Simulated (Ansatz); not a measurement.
## 1T-NiF2 monolayer in a perpendicular field

What dipole does a perpendicular field induce in the 1T-NiF2 monolayer, and does the gap follow? A positive field points along +c.

Program: Ansatz 0.2.0. Level of theory: plane-wave DFT, PBE-D3(BJ), Ansatz PAW. Results are calculated unless marked as measured.

### Step 1. Starting point

The cell holds 3 atoms: 2 F and 1 Ni. Its edges and angles: a = 2.465 Å, b = 2.465 Å, c = 20.098 Å, α = 90.0°, β = 90.0°, γ = 120.0°. Vacuum lies along c.

### Step 2. Relaxing the slab

The starting cell is a guess, so the in-plane lattice and the atoms are relaxed first, with the slab cut off from its images along the normal. The program lengthens the vector along the normal by itself, so c and the volume that it reports differ from the typed ones.

The input, input.yaml:

```yaml
crystal:
  lattice:
    - [2.464748, 0.0, 0.0]
    - [-1.232374, 2.1345343819, 0.0]
    - [0.0, 0.0, 20.0984086976]
  atoms:
    - { symbol: F, position: [0.6666666667, 0.3333333333, 0.4477966458] }
    - { symbol: Ni, position: [0.0, 0.0, 0.5], spin: 2.0 }
    - { symbol: F, position: [0.3333333333, 0.6666666667, 0.5522033542] }
  periodic: [true, true, false]
magnetization:
  spin_polarized: true
kpoints:
  mp_grid: { grid: [18, 18, 1] }
hamiltonian:
  xc: pbe
  dispersion: d3bj
scf:
  occupations: { method: fermi_dirac, width: 0.05 }
  convergence: { dr2_threshold: 1.0e-09 }
relax:
  f_tol: 0.004
  max_steps: 90
  cell: {}
output:
  write_potential: true
  write_density: true
  volumetric_format: npy
```

The run is started by

```sh
> ansatz run input.yaml --threads 2 --pin off --max-ram 3072MiB --backend cpu --events-out ev --progress --plain --runs-dir out
```

Numbers of over 12 decimals in the logs are rounded to 6 here.

Output:

```text
Warning: crystal.periodic: the lattice vector that does not repeat stood 0.000° off the slab's normal, 20.098 Å along it as the deck builds it. The run solves the slab on a vector along the normal, 27.997 Å long, with every atom where it was (on the deck's vector they left 18.00 Å outside them, and the widest stretch free of ions among them is 1.05 Å). A fractional position that the run reports is one of the run's ce [...]
Warning: relax.cell: scf.convergence.dr2_threshold = 1e-9 eV is looser than the 2.04957942214e-10 eV advised for a relaxation that steers and ends on the stress (1e-10 eV for each atom of the cell: 3, times the square of relax.cell.stress_2d_tol = 0.05 N/m over 12.1 Å (the atoms' height at the walk's start and 5 Å past either face), 4.133e-2 GPa, over a crystal's default 0.05). What an SCF threshold leaves in a stress goes as its square root, and in the free energy as the threshold itself, and one threshold admits the most on a small cell: [figures from the program's tests cut] Set scf.convergence.dr2_threshold to 2.04957942214e-10 eV or tighter. [rest of the remark cut]
crystal.periodic: the lattice vector that does not repeat stood 0.000° off the slab's normal, 20.098 Å along it as the deck builds it. The run solves the slab on a vector along the normal, 27.997 Å long, with every atom where it was (on the deck's vector they left 18.00 Å outside them, and the widest stretch free of ions among them is 1.05 Å). A fractional position that the run reports is one of the run's cell, which [...]
Engine: ansatz 0.2.0, aarch64-unknown-linux-gnu
Pseudopotentials: kind: paw
Pseudopotential: F, paw, valence charge 7, recommended cutoff 420 eV (normal), F.paw.azcp
Pseudopotential: Ni, paw, valence charge 18, recommended cutoff 420 eV (normal), Ni.paw.azcp
Functional definition: PBE
  parameter kappa = 0.804
  parameter beta = 0.066725
  exchange = pbe_x(kappa = kappa, mu = beta*pi^2/3)
  correlation = pbe_c(beta = beta)
Crystal: 3 atoms, lattice volume = 147.294 Å³
Basis set: ecut = 420 eV, 2775 PW (Γ), exchange–correlation on 36×36×384 points (8 copies of the dense FFT grid, shifted against one another)
Bands: 21, of which v1, the nominal top of the filled ones, is band 16 counted from 1 (15 counted from 0)
Symmetry: 12 space group operations
Space group: P-3m1 (ITA 164), of the structure as read, at distance tolerance 5.3e-5 Å
Magnetic group: BNS 164.85 (UNI 1315), of the structure as read, at distance tolerance 5.3e-5 Å
k-points: 37 of 324
Non-local potential: F, projectors of the file, l = 0: 2, l = 1: 2, l = 2: 1
Non-local potential: Ni, projectors of the file, l = 0: 3, l = 1: 2, l = 2: 3, l = 3: 1
PAW form: soft (Blöchl's): semilocal exchange-correlation on the pseudo side does not see the compensation charge
PAW one-centre angular grid: F, 110 points (default); XC on 64 Gauss nodes
PAW one-centre angular grid: Ni, 590 points (default); XC on 64 Gauss nodes
Initial density: superposition of atomic densities (neutral atoms: chi_scale 0, normalization atom)
Starting moments: Σ|m| = 2 μB on 1 of 3 sites
Initial wavefunctions: pseudopotential atomic-orbital guess
Functional: x = pbe(κ = 0.804, μ = 0.219515), c = pbe(β = 0.066725)
SCF iter   1: F=—  HF=-7449.384598 eV  |F-HF|=—  |Δ(HF+E_count)|=         —  Δρ=4.08e-2 (↑3.44e-2 ↓4.08e-2)  dr2=3.09e0  dr2_m=5.12e-1  M=2.000 μB ∫|m|=2.030 μB  β_m=0.30  ethr=3.10e-3  ⟨swp⟩=13.5  Hψ=13259  notcnv=0
Mixer restart at iter 1: flushing history
preconditioner: auto → Resta (q_TF=auto, 2.115 Å⁻¹)  ε∞=1.7  [insulator: Δε(μ)=0.825 eV  Ē_g=17.636 eV  σ=0.050 eV  W_gap=1.00  n_scr=18 (ndim 8)  ℏωp=15.0 eV  f_vac=0.821  D(μ)=0.00/eV (n_scr^D=0)  ε∞_Penn≈1.7  vacuum switching on, ρ_ref=2.3e-2 e/Å³]
spin=Collinear: Resta preconditioning applied to the charge; magnetization (m = ρ↑ − ρ↓) channel mixes plain (no charge-response kernel on spin).
SCF iter   2: F=—  HF=-7449.536873 eV  |F-HF|=—  |Δ(HF+E_count)|=   1.52e-1  Δρ=2.45e-2 (↑1.56e-2 ↓2.45e-2)  dr2=4.87e-1  dr2_m=2.48e-1  M=2.000 μB ∫|m|=2.028 μB  β_m=0.42  ethr=3.10e-3  ⟨swp⟩=3.5  Hψ=4123  notcnv=0
SCF iter   3: F=—  HF=-7451.428612 eV  |F-HF|=—  |Δ(HF+E_count)|=    1.89e0  Δρ=1.13e-2 (↑4.92e-3 ↓1.13e-2)  dr2=3.90e-2  dr2_m=6.48e-2  M=2.000 μB ∫|m|=2.034 μB  β_m=0.54  ethr=1.52e-3  ⟨swp⟩=3.7  Hψ=4491  notcnv=0  defer=7
SCF iter   4: F=—  HF=-7452.136985 eV  |F-HF|=—  |Δ(HF+E_count)|=         —  Δρ=9.32e-3 (↑2.44e-3 ↓9.32e-3)  dr2=1.08e-1  dr2_m=2.94e-2  M=2.000 μB ∫|m|=2.041 μB  β_m=0.54  ethr=1.22e-4  ⟨swp⟩=4.5  Hψ=4469  notcnv=0  defer=7
SCF iter   5: F=—  HF=-7452.195548 eV  |F-HF|=—  |Δ(HF+E_count)|=   5.86e-2  Δρ=2.21e-3 (↑2.21e-3 ↓1.35e-3)  dr2=1.58e-3  dr2_m=3.23e-3  M=2.000 μB ∫|m|=2.047 μB  β_m=0.64  ethr=1.22e-4  ⟨swp⟩=4.5  Hψ=4353  notcnv=0  defer=7
SCF iter   6: F=—  HF=-7452.194217 eV  |F-HF|=—  |Δ(HF+E_count)|=   1.33e-3  Δρ=1.69e-3 (↑4.84e-4 ↓1.69e-3)  dr2=3.11e-3  dr2_m=1.18e-3  M=2.000 μB ∫|m|=2.048 μB  β_m=0.63  ethr=4.94e-6  ⟨swp⟩=3.9  Hψ=4598  notcnv=0  defer=17
SCF iter   7: F=—  HF=-7452.194341 eV  |F-HF|=—  |Δ(HF+E_count)|=   1.24e-4  Δρ=1.70e-4 (↑1.42e-4 ↓1.70e-4)  dr2=1.76e-5  dr2_m=2.33e-5  M=2.000 μB ∫|m|=2.050 μB  β_m=0.73  ethr=4.94e-6  ⟨swp⟩=3.3  Hψ=3443  notcnv=0  defer=19
SCF iter   8: F=—  HF=-7452.194346 eV  |F-HF|=—  |Δ(HF+E_count)|=   4.82e-6  Δρ=2.79e-5 (↑1.92e-5 ↓2.79e-5)  dr2=1.39e-6  dr2_m=3.88e-7  M=2.000 μB ∫|m|=2.050 μB  β_m=0.73  ethr=5.51e-8  ⟨swp⟩=4.1  Hψ=4154  notcnv=0  defer=23
SCF iter   9: F=—  HF=-7452.194346 eV  |F-HF|=—  |Δ(HF+E_count)|=   3.14e-7  Δρ=1.85e-5 (↑5.70e-6 ↓1.85e-5)  dr2=5.54e-7  dr2_m=9.80e-8  M=2.000 μB ∫|m|=2.050 μB  β_m=0.80  ethr=4.34e-9  ⟨swp⟩=3.5  Hψ=3338  notcnv=0  defer=23
SCF iter  10: F=—  HF=-7452.194346 eV  |F-HF|=—  |Δ(HF+E_count)|=   1.63e-7  Δρ=2.83e-6 (↑1.42e-6 ↓2.83e-6)  dr2=1.08e-8  dr2_m=4.09e-9  M=2.000 μB ∫|m|=2.050 μB  β_m=0.90  ethr=1.73e-9  ⟨swp⟩=2.9  Hψ=2799  notcnv=0  defer=23
SCF iter  11: F=—  HF=-7452.194346 eV  |F-HF|=—  |Δ(HF+E_count)|=   3.99e-9  Δρ=2.05e-7 (↑1.20e-7 ↓2.05e-7)  dr2=1.73e-11  dr2_m=2.78e-11  M=2.000 μB ∫|m|=2.050 μB  β_m=0.90  ethr=3.37e-11  ⟨swp⟩=4.1  Hψ=3999  notcnv=0  defer=23
SCF iter  12: F=-7452.194346 eV  HF=-7452.194346 eV  |F-HF|=7.82e-11  |Δ(HF+E_count)|=  3.55e-10  Δρ=1.05e-7 (↑2.31e-8 ↓1.05e-7)  dr2=1.44e-11  dr2_m=2.77e-12  M=2.000 μB ∫|m|=2.050 μB  ethr=1.00e-12  ⟨swp⟩=8.3  Hψ=11372  notcnv=0
SCF 1 converged in 12 iterations: F = -7452.194346 eV  dr2 = 1.44e-11
[...]
relax step  16: F+E_penalty+E_count = -7456.03555668 eV  Δ(F+E_penalty+E_count) = -1.779e-5 eV  max|allowed force component| = 1.769e-4 eV/Å  Δτ_max = 0.0009 Å  P = -0.000 N/m  Ω = 230.213 Å³  energy of the carried Pulay correction = -6.455e-3 eV  fix = [c, alpha, beta]  reactions: c -0.000 N/m  (8 SCF iters, accepted)
relax step  17: F+E_penalty+E_count = -7456.04250921 eV  Δ(F+E_penalty+E_count) = -6.953e-3 eV  max|allowed force component| = 2.899e-5 eV/Å  Δτ_max = 0.0000 Å  P = +0.063 N/m  Ω = 230.213 Å³  fix = [c, alpha, beta]  reactions: c +0.000 N/m  stress off target by 6.34e-2 N/m on what of the cell is left free  SCF on the basis re-selected at this cell (its energy is not comparable with the rows above)  (11 SCF iters)
relax step  18: F+E_penalty+E_count = -7456.04228279 eV  Δ(F+E_penalty+E_count) = +2.264e-4 eV  max|allowed force component| = 1.842e-5 eV/Å  Δτ_max = 0.0013 Å  P = +0.002 N/m  Ω = 230.557 Å³  energy of the carried Pulay correction = -2.515e-4 eV  fix = [c, alpha, beta]  reactions: c +0.000 N/m  (8 SCF iters, accepted)
iter 1 solved again at ethr=4.74e-7 eV; its pass at ethr=3.10e-3 eV (dr2=1.52e-4 eV) is discarded
SCF iter   1: F=—  HF=-7456.040048 eV  |F-HF|=—  |Δ(HF+E_count)|=         —  Δρ=6.98e-5 (↑2.94e-5 ↓6.98e-5)  dr2=3.80e-7  dr2_m=2.41e-6  M=2.000 μB ∫|m|=2.049 μB  β_m=0.65  ethr=4.74e-7  ⟨swp⟩=5.0  Hψ=16204  notcnv=0
preconditioner: auto → none  [insulator: Δε(μ)=1.537 eV  Ē_g=13.886 eV  σ=0.050 eV  W_gap=1.00  n_scr=16 (ndim 8)  ℏωp=12.0 eV  f_vac=0.836  D(μ)=0.00/eV (n_scr^D=0)  ε∞_Penn≈1.7]
SCF iter   2: F=—  HF=-7456.041903 eV  |F-HF|=—  |Δ(HF+E_count)|=   1.85e-3  Δρ=2.46e-5 (↑1.06e-5 ↓2.46e-5)  dr2=9.82e-8  dr2_m=2.95e-7  M=2.000 μB ∫|m|=2.049 μB  β_m=0.63  ethr=1.19e-9  ⟨swp⟩=3.8  Hψ=4240  notcnv=0
SCF iter   3: F=—  HF=-7456.042439 eV  |F-HF|=—  |Δ(HF+E_count)|=   5.35e-4  Δρ=4.77e-6 (↑4.16e-6 ↓4.77e-6)  dr2=9.52e-8  dr2_m=1.92e-9  M=2.000 μB ∫|m|=2.049 μB  β_m=0.51  ethr=3.07e-10  ⟨swp⟩=3.3  Hψ=3840  notcnv=0
SCF iter   4: F=—  HF=-7456.042532 eV  |F-HF|=—  |Δ(HF+E_count)|=   9.38e-5  Δρ=5.44e-7 (↑5.40e-7 ↓5.44e-7)  dr2=2.43e-9  dr2_m=2.59e-11  M=2.000 μB ∫|m|=2.049 μB  β_m=0.51  ethr=2.98e-10  ⟨swp⟩=3.3  Hψ=3449  notcnv=0
iter 5 met the thresholds in force, and the SCF goes on: an eigenvalue changes by 15.27 meV, over its tolerance of 0.06 meV (output.eigenvalues, Limitations)
SCF iter   5: F=-7456.042533 eV  HF=-7456.042533 eV  |F-HF|=1.01e-7  |Δ(HF+E_count)|=   6.41e-7  Δρ=4.22e-7 (↑1.82e-7 ↓4.22e-7)  dr2=6.18e-10  dr2_m=9.75e-11  M=2.000 μB ∫|m|=2.049 μB  β_m=0.60  ethr=3.13e-12  ⟨swp⟩=13.5  Hψ=13221  notcnv=0
iter 6 met the thresholds in force, and the SCF goes on: an eigenvalue changes by 4.62 meV, over its tolerance of 0.05 meV (output.eigenvalues, Limitations)
SCF iter   6: F=-7456.042533 eV  HF=-7456.042533 eV  |F-HF|=1.63e-8  |Δ(HF+E_count)|=   8.52e-8  Δρ=1.84e-7 (↑5.26e-8 ↓1.84e-7)  dr2=4.95e-11  dr2_m=2.20e-11  M=2.000 μB ∫|m|=2.049 μB  β_m=1.00  ethr=1.93e-12  ⟨swp⟩=8.4  Hψ=10200  notcnv=0
Mixer restart at iter 6: flushing history
SCF iter   7: F=-7456.042533 eV  HF=-7456.042533 eV  |F-HF|=1.08e-10  |Δ(HF+E_count)|=   1.64e-8  Δρ=8.29e-8 (↑8.29e-8 ↓6.57e-8)  dr2=2.10e-11  dr2_m=2.33e-12  M=2.000 μB ∫|m|=2.049 μB  ethr=1.00e-12  ⟨swp⟩=7.7  Hψ=9476  notcnv=0
SCF 19 converged in 7 iterations: F = -7456.042533 eV  dr2 = 2.10e-11
relax step  19: F+E_penalty+E_count = -7456.04253305 eV  Δ(F+E_penalty+E_count) = -2.503e-4 eV  max|allowed force component| = 3.323e-6 eV/Å  Δτ_max = 0.0000 Å  P = +0.004 N/m  Ω = 230.557 Å³  fix = [c, alpha, beta]  reactions: c +0.000 N/m  stress off target by 3.96e-3 N/m on what of the cell is left free  SCF on the basis re-selected at this cell (its energy is not comparable with the rows above)  (7 SCF iters)
basis re-selected at this cell: Δ(F+E_penalty+E_count) = -2.503e-4 eV, ΔP = +0.002 N/m vs the last step (what re-selecting the basis moved, of the pressure what is left beyond the Pulay correction that the steps carried, after the strain that the cell walked since its last selection, with what the two solves' SCF thresholds leave and, on support functions, any second-order correction that the steps lacked; it is no m [...]
WARN: The output density's exchange-correlation potential varies sharply where the density is thin. Do not read a vacuum level from v_tot or v_xc, or from such a field of the output density. On a cell that repeats whose density bears no net charge and no dipole along the vacuum's axis use v_es (v_loc + v_h of the components); under efield.dipole_correction with no amplitude use v_es + v_field, which holds any externa [...]
SCF converged after 7 iterations
an eigenvalue changed by more than its tolerance at an iteration that met the thresholds in force, so the SCF went on 2 times, its first undamped step at iteration 6: the last check found none over its tolerance
Magnetization: 2.0000 μB (17.0000 up, 15.0000 down)
Absolute magnetization: 2.0474 μB (∫|ρ↑−ρ↓|, with the PAW one-centre terms)
Spin contamination: 0.0016 ħ² per cell (⟨S²⟩ above its minimum at these occupations)
Per-site moments (μB) at R_I (Å): [(0.145636, 0.839766), (1.651134, 0.839766), (0.145636, 0.839766)]
Free energy (F): -7456.042533 eV
Harris-Foulkes:  -7456.042533 eV  (|F-HF|=1.08e-10)
Internal energy: -7456.042533 eV  (E = F + TS)
E sigma→0 (E₀):  -7456.042533 eV
Entropy (-TS):   -0.000000 eV (-0.000 meV/atom)
Fermi energy:    -6.431897 eV
--- Per-component energies (eV) ---
  E_band       = -969.694391
  E_kinetic    = 685.773715
  E_local      = -74088.661010  (includes V_loc(G=0)·N_el)
  E_nonlocal   = 791.978431
  E_hartree    = 36306.355920
  E_xc         = -240.078225
  E_vxc        = -308.078285  (∫ρ·V_xc dr)
  E_paw        = -2034.919400  (= ΣΔE_a)
  E_vpaw       = -663.424453  (= ΣTr[D̂ρ^β])
  E_aug_tail   = 0.004928  (compensation charges beyond the density's cutoff)
  E_ewald      = 31123.729754
  E_disp       = -0.226646  (pairwise vdW)
  E_smearing   = -0.000000  (= −TS)
  E_closure    = 0.000000  (closes the sum)
  Σ components = -7456.042533   (vs F -7456.042533, Δ=0.00e0)
--- Forces (eV/Å), atoms counted from 1 ---
  atom   1  F      0.00000000     0.00000000    -0.00000332
  atom   2  Ni    -0.00000000     0.00000000     0.00000000
  atom   3  F     -0.00000000    -0.00000000     0.00000332
  max |Σ_I F_I| component: 8.47e-22 eV/Å
--- 2D stress c σ (N/m, compression-positive) ---
        0.003961       0.000000       0.000000
        0.000000       0.003961      -0.000000
        0.000000      -0.000000       0.000000
  P = ½ c Tr σ = 0.0040 N/m
--- Band table (eV; the first three rows and the last of 74) ---
  k-point 0 ↑: bands = [... 12 lower, -8.9025, -8.9025, -8.1334, -7.6462, -7.6462, -3.3731, -0.9041, -0.0174, ... 1 higher]
  k-point 1 ↑: bands = [... 12 lower, -8.8833, -8.8686, -8.1342, -7.6916, -7.6625, -3.2626, -0.8287, 0.0458, ... 1 higher]
  k-point 2 ↑: bands = [... 12 lower, -8.8434, -8.7804, -8.1419, -7.8107, -7.7072, -2.9449, -0.6103, 0.2348, ... 1 higher]
  k-point 36 ↓: bands = [... 12 lower, -7.6134, -7.4315, -7.4315, -5.4795, -5.4795, 2.5866, 4.4297, 4.4297, ... 1 higher]
  the weakly bound empty levels are not read free of the cell's end (no_gap_told)
--- Relaxed structure (15 steps of the walk, 15 accepted, 4 SCFs on fresh bases) ---
  F+E_penalty+E_count = -7456.04253305 eV   max|allowed force component| = 3.323e-6 eV/Å   (the final SCF, on the basis selected at the relaxed cell)
  cell:  # Å, volume = 230.5572 Å³
    - [3.083683, 0, 0]
    - [-1.541841, 2.670548, 0]
    - [0, 0, 27.996817]
  atoms:
    - { symbol: F, position: [0.666667, 0.333333, 0.323676] }
    - { symbol: Ni, position: [0, 0, 0.358941] }
    - { symbol: F, position: [0.333333, 0.666667, 0.394206] }
```

Elapsed: 15 min, on 2 threads of Arm Neoverse N1, shared host; peak memory 0.68 GiB; 15 min of CPU time.

Step by step:

```tsv
step	energy less that of the first step (eV)	largest force component (eV/Å)	volume (Å³)
1	0.0000	6.9633	147.29
2	-1.9821	3.5244	162.02
3	-2.9612	1.2064	177.46
4	-3.1816	0.2178	190.64
5	-3.1848	0.0599	192.33
6	-3.1855	0.0022	191.97
7*	-3.5215	0.0272	191.97
8	-3.7198	0.0638	208.24
9	-3.7523	0.0305	225.66
10	-3.7609	0.0015	222.44
11	-3.7604	0.0001	222.79
12*	-3.8362	0.0012	222.79
13	-3.8423	0.0049	227.68
14	-3.8413	0.0128	230.12
15	-3.8412	0.0081	230.22
16	-3.8412	0.0002	230.21
17*	-3.8482	0.0000	230.21
18	-3.8479	0.0000	230.56
19*	-3.8482	0.0000	230.56
```

Relaxation steps marked * repeat the geometry before them on a plane-wave basis chosen anew for their cell, so energy and pressure can jump there.

The run keeps the 12 symmetry operations that it works with, so distortions that break them were not tested.

```tsv
cell as run	before	after	change
a (Å)	2.465	3.084	+25.1 %
b (Å)	2.465	3.084	+25.1 %
```

The atoms that moved most (Å, along periodic axes as changes of fractional coordinates times the final cell, across vacuum about the mean position):

```tsv
atom	dx	dy	dz	length
F1	0.000	0.000	0.062	0.062
F3	0.000	0.000	-0.062	0.062
```

Final coordinates:

```xyz
3
Lattice="3.0837 0.0000 0.0000 -1.5418 2.6705 0.0000 0.0000 0.0000 27.9968" Properties=species:S:1:pos:R:3
F     1.5418    0.8902    9.0619
Ni    0.0000    0.0000   10.0492
F     0.0000    1.7804   11.0365
```

Numbers from this step:

```yaml
total_moment: 2.000 μB
site_moments: 0.1456, 1.651, 0.1456 μB
```

Site moment by atom:

```tsv
atom	site moment (μB)
F1	0.15
Ni2	1.65
F3	0.15
```

The lattice constant a goes from 2.465 to 3.084 Å.

[end of part 1 of 3]

[Logs are printed without paths, hosts, clocks, repeated set-up lines and the standing remarks that a program may print on its own settings, such as how far it seeks lower states.]

[Hosts, paths, dates, database ids (printed as entryN), source tags and the programs' standing remarks are cut or masked in the printed files.]

[Maps of the electrostatic potential energy from Ansatz leave out the sawtooth potential of an applied field or a dipole correction, so their vacuum need not be flat; planar profiles and work functions include it.]
